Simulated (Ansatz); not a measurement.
# Y2ClO2F (built on the sites of a database entry of YOF): following an unstable mode

Wanted: the energy along a soft mode of Y2ClO2F (built on the sites of a database entry of YOF) and the structure at the end.

Calculated with Ansatz 0.2.0; DFT PBEsol, scalar-relativistic, plane waves, PAW.

The structure was built from a prototype and need not be the compound's stable phase.

## (1) Set-up

Symmetry: P-4m2, No. 115, tetragonal system. Conventional cell: a = 3.968 Å, b = 3.968 Å, c = 5.839 Å, α = 90.00°, β = 90.00°, γ = 90.00°. Y has 4 O at 2.26 Å and 2 F at 2.71 Å and 2 Cl at 2.71 Å nearest. O has 4 Y at 2.26 Å nearest. Nearest to O lie 4 Y at 2.26 Å. Nearest to F lie 4 Y at 2.71 Å. Nearest to Cl lie 4 Y at 2.71 Å. Farther neighbours and most contacts between anions are not listed.

## (2) The dispersion

The cell comes from relaxations at this level that are not shown. Stability and thermal properties need the whole zone. Linear response on a 2×2×2 q mesh gives force constants as far as a supercell of that size would, and the tensors from the zone-centre run are typed in so that the long-range dipole term is interpolated apart.

Contents of input.yaml:

```yaml
crystal:
  lattice:
    - [3.9678556729, 0.0, 0.0]
    - [0.0, 3.9678556729, 0.0]
    - [0.0, 0.0, 5.8386826923]
  atoms:
    - { symbol: "Y", position: [0.5, 0.0, 0.6847744398] }
    - { symbol: "Y", position: [0.0, 0.5, 0.3152255602] }
    - { symbol: O, position: [0.0, 0.0, 0.5] }
    - { symbol: O, position: [0.5, 0.5, 0.5] }
    - { symbol: F, position: [0.5, 0.5, 0.0] }
    - { symbol: Cl, position: [0.0, 0.0, 0.0] }
kpoints:
  mp_grid: { grid: [6, 6, 4] }
hamiltonian:
  xc: pbesol
scf:
  occupations: { method: fixed }
output:
  eigenvalues: true
phonons:
  method: dfpt
  qmesh: [2, 2, 2]
  temperatures: { t_max: 1000, t_step: 50 }
  qpath:
    path:
      - [[0.0, 0.0, 0.0], [0.0, 0.5, 0.0], [0.5, 0.5, 0.0], [0.0, 0.0, 0.0], [0.0, 0.0, 0.5], [0.0, 0.5, 0.5], [0.5, 0.5, 0.5], [0.0, 0.0, 0.5]]
      - [[0.0, 0.5, 0.0], [0.0, 0.5, 0.5]]
      - [[0.5, 0.5, 0.0], [0.5, 0.5, 0.5]]
    npoints: 10
  non_analytic_term:
    high_frequency_dielectric_tensor: [[3.918, 0.0, 0.0], [0.0, 3.918, 0.0], [0.0, 0.0, 3.6947]]
    born_effective_charges:
      - { species: "Y", tensor: [[4.1527, 0.0, 0.0], [0.0, 3.7287, 0.0], [0.0, 0.0, 3.375]] }
      - { species: "Y", tensor: [[3.7287, 0.0, 0.0], [0.0, 4.1527, 0.0], [0.0, 0.0, 3.375]] }
      - { species: O, tensor: [[-2.705, 0.0, 0.0], [0.0, -2.705, 0.0], [0.0, 0.0, -2.1348]] }
      - { species: O, tensor: [[-2.7014, 0.0, 0.0], [0.0, -2.7014, 0.0], [0.0, 0.0, -1.6788]] }
      - { species: F, tensor: [[-1.4844, 0.0, 0.0], [0.0, -1.4844, 0.0], [0.0, 0.0, -1.424]] }
      - { species: Cl, tensor: [[-0.9905, 0.0, 0.0], [0.0, -0.9905, 0.0], [0.0, 0.0, -1.5123]] }
    source: "zone-centre run at this cell"
```

Launch:

```bash
ansatz run input.yaml --threads 8 --pin off --max-ram 14336MiB --backend cpu --events-out ev --progress --plain --runs-dir out
```

Numbers of over 12 decimals in the logs are rounded to 6 here.

Output:

```text
Warning: phonons: the dynamical matrix that this run interpolates holds no multipole term above the dipole-dipole one, and a site of this crystal is no centre of inversion, so its interpolated transverse optical and acoustic branches and sound speeds can stay off near Gamma, and the density of states and the thermodynamics with them. What a run solves at a wave vector of phonons.qpoints, Gamma apart, where the deck admits one, is free of this, and under fd what a larger phonons.supercell samples
Engine: ansatz 0.2.0, aarch64-unknown-linux-gnu
Pseudopotentials: kind: paw
Pseudopotential: Y, paw, valence charge 11, recommended cutoff 420 eV (normal), Y.paw.azcp
Pseudopotential: O, paw, valence charge 6, recommended cutoff 420 eV (normal), O.paw.azcp
Pseudopotential: F, paw, valence charge 7, recommended cutoff 420 eV (normal), F.paw.azcp
Pseudopotential: Cl, paw, valence charge 7, recommended cutoff 420 eV (normal), Cl.paw.azcp
Functional definition: PBEsol
  exchange = pbesol_x
  correlation = pbesol_c
Crystal: 6 atoms, lattice volume = 91.924 Å³
Basis set: ecut = 420 eV, 1803 PW (Γ), exchange–correlation on 54×54×80 points (8 copies of the dense FFT grid, shifted against one another)
Bands: 30, of which v1, the nominal top of the filled ones, is band 24 counted from 1 (23 counted from 0)
Symmetry: 8 space group operations
k-points: 30 of 144 (time reversal used)
Non-local potential: Y, projectors of the file, l = 0: 3, l = 1: 2, l = 2: 2, l = 3: 1
Non-local potential: O, projectors of the file, l = 0: 2, l = 1: 2, l = 2: 1
Non-local potential: F, projectors of the file, l = 0: 2, l = 1: 2, l = 2: 1
Non-local potential: Cl, projectors of the file, l = 0: 2, l = 1: 2, l = 2: 2
PAW form: soft (Blöchl's): semilocal exchange-correlation on the pseudo side does not see the compensation charge
PAW frozen core: Y, regenerated for the run's functional, and the local potential with it (the file was generated under x = pbe(κ = 0.804, μ = 0.219515), c = pbe(β = 0.066725))
PAW frozen core: O, regenerated for the run's functional, and the local potential with it (the file was generated under x = pbe(κ = 0.804, μ = 0.219515), c = pbe(β = 0.066725))
PAW frozen core: F, regenerated for the run's functional, and the local potential with it (the file was generated under x = pbe(κ = 0.804, μ = 0.219515), c = pbe(β = 0.066725))
PAW frozen core: Cl, regenerated for the run's functional, and the local potential with it (the file was generated under x = pbe(κ = 0.804, μ = 0.219515), c = pbe(β = 0.066725))
PAW one-centre angular grid: Y, 590 points (default); XC on 64 Gauss nodes
PAW one-centre angular grid: O, 110 points (default); XC on 64 Gauss nodes
PAW one-centre angular grid: F, 110 points (default); XC on 64 Gauss nodes
PAW one-centre angular grid: Cl, 110 points (default); XC on 64 Gauss nodes
Initial density: superposition of atomic densities (neutral atoms: chi_scale 0, normalization atom), corrected by the library's trained network
Initial wavefunctions: pseudopotential atomic-orbital guess
Functional: x = pbesol(κ = 0.804, μ = 0.123457), c = pbesol(β = 0.046)
SCF iter   1: F=—  HF=-10585.642918 eV  |F-HF|=—  |Δ(HF+E_count)|=         —  Δρ=1.41e-2  dr2=1.55e-1  ethr=1.77e-3  ⟨swp⟩=5.0  Hψ=3302  notcnv=0  defer=115
preconditioner: auto → Resta (q_TF=auto, 2.448 Å⁻¹)  ε∞=3.7  [insulator: Δε(μ)=4.863 eV  Ē_g=15.677 eV  n_scr=20 (ndim 8)  ℏωp=25.7 eV  f_vac=0.050  ε∞_Penn≈3.7]
SCF iter   2: F=—  HF=-10585.606517 eV  |F-HF|=—  |Δ(HF+E_count)|=   3.64e-2  Δρ=4.47e-3  dr2=1.24e-2  ethr=3.23e-4  ⟨swp⟩=2.0  Hψ=1651  notcnv=0  defer=117
SCF iter   3: F=—  HF=-10585.604097 eV  |F-HF|=—  |Δ(HF+E_count)|=   2.42e-3  Δρ=1.31e-3  dr2=1.46e-3  ethr=2.59e-5  ⟨swp⟩=2.0  Hψ=1364  notcnv=0  defer=119
SCF iter   4: F=—  HF=-10585.604222 eV  |F-HF|=—  |Δ(HF+E_count)|=   1.25e-4  Δρ=4.03e-4  dr2=1.36e-4  ethr=3.05e-6  ⟨swp⟩=2.0  Hψ=1303  notcnv=0  defer=120
SCF iter   5: F=—  HF=-10585.604267 eV  |F-HF|=—  |Δ(HF+E_count)|=   4.48e-5  Δρ=2.41e-4  dr2=4.42e-5  ethr=2.83e-7  ⟨swp⟩=2.0  Hψ=1512  notcnv=0  defer=54
SCF iter   6: F=—  HF=-10585.604271 eV  |F-HF|=—  |Δ(HF+E_count)|=   3.79e-6  Δρ=5.69e-5  dr2=2.68e-6  ethr=9.21e-8  ⟨swp⟩=2.0  Hψ=1289  notcnv=0  defer=44
SCF iter   7: F=—  HF=-10585.604274 eV  |F-HF|=—  |Δ(HF+E_count)|=   3.27e-6  Δρ=3.46e-5  dr2=9.31e-7  ethr=5.59e-9  ⟨swp⟩=2.0  Hψ=1299  notcnv=0  defer=45
SCF iter   8: F=—  HF=-10585.604274 eV  |F-HF|=—  |Δ(HF+E_count)|=   5.02e-8  Δρ=1.04e-5  dr2=8.49e-8  ethr=1.94e-9  ⟨swp⟩=2.0  Hψ=1294  notcnv=0  defer=45
SCF iter   9: F=—  HF=-10585.604274 eV  |F-HF|=—  |Δ(HF+E_count)|=   5.43e-8  Δρ=2.42e-6  dr2=5.85e-9  ethr=1.77e-10  ⟨swp⟩=2.0  Hψ=1229  notcnv=0  defer=45
SCF iter  10: F=—  HF=-10585.604274 eV  |F-HF|=—  |Δ(HF+E_count)|=   9.55e-9  Δρ=5.14e-7  dr2=2.81e-10  ethr=1.22e-11  ⟨swp⟩=2.6  Hψ=1572  notcnv=0  defer=45
SCF iter  11: F=—  HF=-10585.604274 eV  |F-HF|=—  |Δ(HF+E_count)|=  3.17e-10  Δρ=2.34e-7  dr2=3.99e-11  ethr=1.00e-12  ⟨swp⟩=2.3  Hψ=1320  notcnv=0  defer=45
SCF iter  12: F=—  HF=-10585.604274 eV  |F-HF|=—  |Δ(HF+E_count)|=  3.64e-12  Δρ=1.22e-7  dr2=1.06e-11  ethr=1.00e-12  ⟨swp⟩=12.2  Hψ=4767  notcnv=0
SCF iter  13: F=-10585.604274 eV  HF=-10585.604274 eV  |F-HF|=1.82e-12  |Δ(HF+E_count)|=  3.64e-12  Δρ=2.93e-8  dr2=6.66e-13  ethr=1.00e-12  ⟨swp⟩=5.0  Hψ=3434  notcnv=0
SCF 1 converged in 13 iterations: F = -10585.604274 eV  dr2 = 6.66e-13
  greatest PAW one-centre occupation: 0.993 electrons in one spin orbital (limit 2), on the Y atom at site 1 (counted from 0), in its partial waves of l = 0
NSCF: frozen V_eff on 30 k-points
NSCF: frozen V_eff on 48 k-points
DFPT response loops at q = (0, 0, 0) (fractional): preconditioner auto → none (the input reference at scf.mixing.eps_inf says where Resta's filter doesn't serve); β = 0.50; Broyden in place of MSR1
NSCF: frozen V_eff on 96 k-points
DFPT response loops at q = (0, 0, -0.5) (fractional): preconditioner auto → Resta (q_TF=auto, 2.448 Å⁻¹)  ε∞=3.5 (no band partly filled); β = 1.00, the filter's whole step (`scf.mixing.beta` (0.50) is not read by the response loops at its default; to damp them type it under 1.00, their step now; it binds the ground state too); Broyden in place of MSR1
NSCF: frozen V_eff on 96 k-points
DFPT response loops at q = (0, -0.5, 0) (fractional): mixed as the last ones told, above
NSCF: frozen V_eff on 96 k-points
DFPT response loops at q = (0, -0.5, -0.5) (fractional): mixed as the last ones told, above
NSCF: frozen V_eff on 96 k-points
DFPT response loops at q = (-0.5, -0.5, 0) (fractional): preconditioner auto → none (the input reference at scf.mixing.eps_inf says where Resta's filter doesn't serve); β = 0.50; Broyden in place of MSR1
NSCF: frozen V_eff on 96 k-points
DFPT response loops at q = (-0.5, -0.5, -0.5) (fractional): mixed as the last ones told, above
SCF converged after 13 iterations
Free energy (F): -10585.604274 eV
Harris-Foulkes:  -10585.604274 eV  (|F-HF|=1.82e-12)
Internal energy: -10585.604274 eV  (E = F + TS)
E sigma→0 (E₀):  -10585.604274 eV
Fermi energy:    7.264745 eV
--- Per-component energies (eV) ---
  E_band       = -217.556619
  E_kinetic    = 1332.059137
  E_local      = -2588.871249  (includes V_loc(G=0)·N_el)
  E_nonlocal   = 301.343075
  E_hartree    = 897.043149
  E_xc         = -678.936991
  E_vxc        = -813.013666  (∫ρ·V_xc dr)
  E_paw        = -6686.632412  (= ΣΔE_a)
  E_vpaw       = -243.167237  (= ΣTr[D̂ρ^β])
  E_aug_tail   = 0.006998  (compensation charges beyond the density's cutoff)
  E_ewald      = -3162.104977
  E_core_change = 0.488996  (= ΣΔE_core)
  E_smearing   = -0.000000  (= −TS)
  E_closure    = 0.000000  (closes the sum)
  Σ components = -10585.604274   (vs F -10585.604274, Δ=0.00e0)
--- Band table (eV; the first three rows and the last of 30) ---
  k-point 0: bands = [... 20 lower, 6.6769, 7.0269, 7.0269, 7.2400, 12.6616, 12.6931, 12.7916, 13.2012, ... 2 higher]
  k-point 1: bands = [... 20 lower, 6.7525, 6.7525, 7.1049, 7.1049, 12.7362, 12.7492, 13.1985, 13.7081, ... 2 higher]
  k-point 2: bands = [... 20 lower, 6.8049, 6.8049, 7.1906, 7.1906, 12.8556, 12.8583, 13.6007, 14.2397, ... 2 higher]
  k-point 29: bands = [... 20 lower, 6.5896, 6.6630, 7.1645, 7.1645, 12.3991, 12.3991, 13.2944, 14.5126, ... 2 higher]
--- Phonons (Γ-DFPT): 11 representative perturbations + reference (Σ response iterations 33) ---
  ASR residual: 3.491e-5 → 0.000e0 eV/Å²; symmetrization residual: 2.483e-6 eV/Å²
  ASR residual per site (eV/Å²): 6.61e-6 6.61e-6 3.49e-5 2.49e-5 1.03e-5 5.10e-6
  Γ frequencies (cm⁻¹): -131.29 0.00 0.00 0.00 34.66 34.66 184.60 184.60 251.86 263.49 280.63 280.63 332.03 332.03 370.07 476.32 482.55 482.55
--- Phonons (arbitrary-q DFPT): 6 irreducible q on the 2×2×2 mesh ---
  q = [0.0000, 0.0000, 0.0000] (star 1, of the zone-centre solve; hermiticity 3.18e-7, symmetrization 9.92e-14): -131.29 -0.00 0.00 0.00 34.66 34.66 184.60 184.60 251.86 263.49 280.63 280.63 332.03 332.03 370.07 476.32 482.55 482.55
  q = [0.0000, 0.0000, -0.5000] (star 1, 11 solved perturbations in 456 linear systems a pass and spin channel, the states on 48 of 144 k-point pairs; hermiticity 2.45e-5, symmetrization 3.88e-6): -88.75 -88.75 110.08 117.24 117.24 155.00 168.12 168.12 200.06 279.72 279.72 332.77 332.77 342.53 356.55 482.19 482.19 551.08
  q = [0.0000, -0.5000, 0.0000] (star 2, 18 solved perturbations on 48 of 144 k-point pairs; hermiticity 4.22e-7, symmetrization 2.10e-14): -131.33 95.70 110.56 133.18 137.76 195.81 213.90 223.80 232.66 245.87 257.87 274.64 386.89 406.27 414.91 416.30 502.29 521.17
  q = [0.0000, -0.5000, -0.5000] (star 2, 18 solved perturbations on 48 of 144 k-point pairs; hermiticity 2.21e-5, symmetrization 1.14e-5): -85.73 98.30 110.30 127.39 133.93 202.70 221.11 228.29 233.65 249.63 271.16 288.34 381.90 413.90 416.74 417.23 500.88 503.72
  q = [-0.5000, -0.5000, 0.0000] (star 1, 11 solved perturbations in 456 linear systems a pass and spin channel, the states on 48 of 144 k-point pairs; hermiticity 5.00e-7, symmetrization 7.88e-14): -158.70 -107.95 -107.95 143.56 169.20 190.69 190.69 227.49 267.45 294.61 295.50 295.50 302.81 302.81 343.12 383.73 563.93 563.93
  q = [-0.5000, -0.5000, -0.5000] (star 1, 11 solved perturbations in 456 linear systems a pass and spin channel, the states on 48 of 144 k-point pairs; hermiticity 1.63e-5, symmetrization 5.84e-6): -104.24 -104.24 -89.31 155.63 193.72 193.72 193.98 234.71 264.29 285.59 296.57 296.57 302.58 302.58 333.25 374.61 564.99 564.99
  sum rule: each row above includes the acoustic sum rule's correction from the zone centre's row sums; it moved no ω² by more than (0.77 cm⁻¹)²
  mesh force constants: q→R imaginary residual 9.79e-18; ASR residual 3.491e-5 → 0.000e0 eV/Å²; symmetrization residual 1.243e-14 eV/Å²
  interpolated dispersion: 94 rows × 18 modes
  density of states and harmonic sums: on the 16×16×12 q-mesh, interpolated from the force constants of a 2×2×2 supercell (with the dipole–dipole term of supplied tensors)
  largest difference from the sums on the solved wave vectors: F 5.98e-2 eV, S 8.61e-5 and C_V 2.57e-5 eV/K
  zero-point energy: 0.286912 eV/cell   skipped modes (ω ≤ 0): 554, of them read as no rigid motion or as one in doubt: 551 (1.698e0 modes/cell left out, lowest -158.70 cm⁻¹)   left out of the sums: 9.44e-2 of the cell's modes: C_V's classical limit lies that fraction below 3 k_B per atom; for a crystal, a wire or a layer, F and S can be off by more, and a phonons.interpolated_qmesh denser along its periods is the remedy for the sampling
```

Elapsed: 2.1 min, on 8 threads of Arm Neoverse V2, shared host; peak memory 0.81 GiB; 16 min of CPU time.

This step gave:

| Property | Result |
| --- | --- |
| gap on the k-mesh | 5.030 eV |
| volume per atom | 15.32 Å³ |
| sum-rule residual before enforcement | 3.49e-5 eV/Å² |
| lowest frequency on the path | -158.7 cm⁻¹ |
| point group | -42m |
| highest frequency on the path or at a solved wavevector | 565 cm⁻¹ |
| highest optical mode at the zone centre (no LO-TO term) | 482.6 cm⁻¹ |
| lowest optical zone-centre mode | -131.3 cm⁻¹ |
| lowest mode on the q mesh (acoustic modes at Γ apart) | -158.7 cm⁻¹ |

Frequencies (cm⁻¹) solved at each irreducible wavevector; negative means imaginary. Frequencies by wavevector, by row:

```tsv
q in reciprocal lattice units	star	mode 1	mode 2	mode 3	mode 4	mode 16	mode 17	mode 18
0 0 0	1	-131.3	0	0	0	476.3	482.6	482.6
0 0 -0.5	1	-88.8	-88.8	110.1	117.2	482.2	482.2	551.1
0 -0.5 0	2	-131.3	95.7	110.6	133.2	416.3	502.3	521.2
0 -0.5 -0.5	2	-85.7	98.3	110.3	127.4	417.2	500.9	503.7
-0.5 -0.5 0	1	-158.7	-108	-108	143.6	383.7	563.9	563.9
-0.5 -0.5 -0.5	1	-104.2	-104.2	-89.3	155.6	374.6	565	565
```

Interpolated from a 2×2×2 q mesh, rough between the solved points, with the LO-TO term (at Γ the limit along the path; where Γ stands inside the path, tables give the limit on arrival). Phonon branches along the path, in cm⁻¹:

```tsv
point	branch 1	branch 2	branch 3	branch 4	branch 15	branch 16	branch 17	branch 18
Γ	-131	0	0	0	476	482	482	542
halfway	-132	-36	73	101	445	465	492	535
X	-131	96	111	133	415	416	502	521
halfway	-153	34	48	149	373	402	545	551
M	-159	-108	-108	144	343	384	564	564
halfway	-150	-86	111	137	408	425	526	555
Γ	-131	0	0	0	476	482	482	542
halfway	-75	-75	47	93	366	482	482	551
Z	-89	-89	110	117	357	482	482	551
halfway	-72	22	109	131	460	464	472	504
R	-86	98	110	127	417	417	501	504
halfway	-87	35	56	144	367	401	544	544
A	-104	-104	-89	156	333	375	565	565
halfway	-84	32	78	114	409	442	518	529
Z	-89	-89	110	117	357	482	482	551
jump to X	-131	96	111	133	415	416	502	521
halfway	-109	97	113	128	414	416	502	513
R	-86	98	110	127	417	417	501	504
jump to M	-159	-108	-108	144	343	384	564	564
halfway	-132	-106	-106	164	339	380	564	564
A	-104	-104	-89	156	333	375	565	565
```

Symmetry leaves 6 wavevectors to solve. The lowest mode among them, the acoustic zeros apart, lies at q = (-0.5, -0.5, 0) and is imaginary, 158.7i cm⁻¹, so the energy falls along it.

## (3) The mode frozen in, largest atomic shift 0 Å

The mode followed lies at q = (0, -0.5, 0) with frequency 131.3i cm⁻¹, one of the unstable modes though not the softest. At small amplitude the distorted cell has space group no. 25 by a symmetry search on the positions. The undistorted cell that holds it gives the zero of energy on the same k mesh.

System of this step: Y2ClO2F (built on the sites of a database entry of YOF). Symmetry: P-4m2, No. 115, tetragonal system. Conventional cell: a = 3.968 Å, b = 3.968 Å, c = 5.839 Å, α = 90.00°, β = 90.00°, γ = 90.00°. Nearest to Y lie 4 O at 2.26 Å and 2 Cl at 2.71 Å and 2 F at 2.71 Å. Nearest to Y lie 4 O at 2.26 Å and 2 F at 2.71 Å and 2 Cl at 2.71 Å. Nearest to O lie 4 Y at 2.26 Å. Nearest to F lie 4 Y at 2.71 Å. Cl has 4 Y at 2.71 Å nearest. Farther neighbours and most contacts between anions are not listed.

Contents of input.yaml:

```yaml
crystal:
  lattice:
    - [-3.9678556729, 0.0, 0.0]
    - [0.0, 0.0, -5.8386826923]
    - [0.0, -7.9357113458, 0.0]
  atoms:
    - { symbol: "Y", position: [0.5, 0.3152255602, 0.5] }
    - { symbol: "Y", position: [0.5, 0.3152255602, 0.0] }
    - { symbol: "Y", position: [0.0, 0.6847744398, 0.25] }
    - { symbol: "Y", position: [0.0, 0.6847744398, 0.75] }
    - { symbol: O, position: [0.0, 0.5, 0.5] }
    - { symbol: O, position: [0.0, 0.5, 0.0] }
    - { symbol: O, position: [0.5, 0.5, 0.25] }
    - { symbol: O, position: [0.5, 0.5, 0.75] }
    - { symbol: F, position: [0.5, 0.0, 0.25] }
    - { symbol: F, position: [0.5, 0.0, 0.75] }
    - { symbol: Cl, position: [0.0, 0.0, 0.5] }
    - { symbol: Cl, position: [0.0, 0.0, 0.0] }
kpoints:
  mp_grid: { grid: [6, 4, 4] }
hamiltonian:
  xc: pbesol
scf:
  occupations: { method: gaussian, width: 0.02 }
output:
  forces: true
  stress: true
  eigenvalues: true
```

Output:

```text
[...]
Crystal: 12 atoms, lattice volume = 183.847 Å³
Basis set: ecut = 420 eV, 3613 PW (Γ), exchange–correlation on 54×80×108 points (8 copies of the dense FFT grid, shifted against one another)
Bands: 60, of which v1, the nominal top of the filled ones, is band 48 counted from 1 (47 counted from 0)
Symmetry: 8 space group operations
[...]
k-points: 36 of 96 (time reversal used)
[...]
k-point 0: bands = [... 44 lower, 7.0269, 7.0269, 7.1399, 7.2400, 12.6616, 12.6931, 12.7916, 12.9851, ... 5 higher]
  k-point 1: bands = [... 44 lower, 6.8613, 6.8679, 7.1467, 7.2230, 12.8036, 12.8164, 12.9696, 13.0618, ... 5 higher]
  k-point 2: bands = [... 44 lower, 6.7701, 6.7701, 7.1678, 7.1678, 12.9521, 12.9521, 13.1624, 13.1624, ... 5 higher]
  k-point 35: bands = [... 44 lower, 6.7010, 6.7010, 6.8316, 6.8316, 12.4826, 12.4826, 12.5805, 12.5805, ... 5 higher]
[key lines of the parts left out:]
SCF converged after 9 iterations
Free energy (F): -21171.208482 eV
Fermi energy:    9.778017 eV
P = ⅓ Tr σ = 0.0007 GPa (0.007 kbar)
```

Run time: 4.8 s. Hardware: 8 threads; peak memory 0.81 GiB.

This step gave:

```
pressure                         : 7.48e-4 GPa
gap on the k-mesh                : 5.027 eV
energy from the undistorted cell : 0 meV/atom
```

At this level the gap is 5.03 eV on the k-mesh of the self-consistent run, which can miss the band edges.

[end of part 1 of 2]

[Logs are printed without paths, hosts, clocks, repeated set-up lines and the standing remarks that a program may print on its own settings, such as how far it seeks lower states.]

[Hosts, paths, dates, database ids (printed as entryN), source tags and the programs' standing remarks are cut or masked in the printed files.]
